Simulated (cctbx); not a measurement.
# Tb3SiGe5Ru3: precision against data quality

Space group Pbam (no. 55), a = 9.5960 Å, b = 10.5700 Å, c = 8.6330 Å, α = 90.00°, β = 90.00°, γ = 90.00°.

```csv
atom,mult.,x,y,z,Ueq (Å²)
Tb1,4,0.6652,0.6809,0,0.0251
Tb2,8,0.3286,0.0494,0.2442,0.0238
Ru1,4,0,0,0.2490,0.0234
Ru2,8,0.0914,0.2598,0.2580,0.0191
Ge1,4,0.8692,0.8981,0,0.0243
Ge2,4,0.8717,0.9038,1/2,0.0256
Ge3,4,0.9674,0.6177,0,0.0233
Ge4,8,0.3412,0.3142,0.3353,0.0497
Si1,4,0.9660,0.6180,1/2,0.0277
```

This is a model crystal, built by substitution and not relaxed, with assumed displacement parameters.

Five simulated data sets (cctbx; Mo Kα, λ = 0.71073 Å; 6 % proportional error) differ in resolution or exposure (noise floor 15 counts in the first three, 8 in the last two). Each is refined with the right model, isotropic at 1.1 Å and anisotropic otherwise. How do the figures of merit and the uncertainties move?

```csv
d min (Å),top counts,"⟨I/σ⟩ (unmerged, absences included)",unique,param. (scale apart),Rint,R1,GooF,largest s.u. xyz (fractional),s.u. U of Si1 (Å²),largest error (Å)
1.1,20000,5.4,373,29,0.061,0.0363,1.33,0.00122,0.0030,0.0082
0.84,20000,4.6,829,62,0.073,0.0287,0.92,0.00062,0.0031,0.0122
0.6,20000,2.7,2231,62,0.117,0.0409,0.91,0.00054,0.0025,0.0080
0.75,300,0.3,1157,62,0.710,0.1339,0.92,0.01450,0.0543,0.0876
0.75,3000,1.8,1157,62,0.202,0.0558,0.92,0.00166,0.0080,0.0204
```

The number of reflections grows roughly as 1/d³: 373, 829 and 2231 here. R1 follows the noise rather than the truth: at 300 counts it is 0.1339, at 3000 counts 0.0558, while GooF is 0.92 and 0.92: the weights 1/σ² carry the noise. The s.u. of U (U11 where anisotropic) for Si1 goes 0.0030, 0.0031, 0.0025 Å² with resolution and 0.0543, 0.0080 Å² with exposure.

The 1.1 Å row also differs in its displacement model, so it isn't a clean test of resolution.

Hardware for the 0.6 Å refinement: 0.43 s on 1 thread of Arm Neoverse V2, with other jobs on the host, peak memory 0.09 GiB.

[Logs are printed without paths, hosts, clocks, repeated set-up lines and the standing remarks that a program may print on its own settings, such as how far it seeks lower states.]
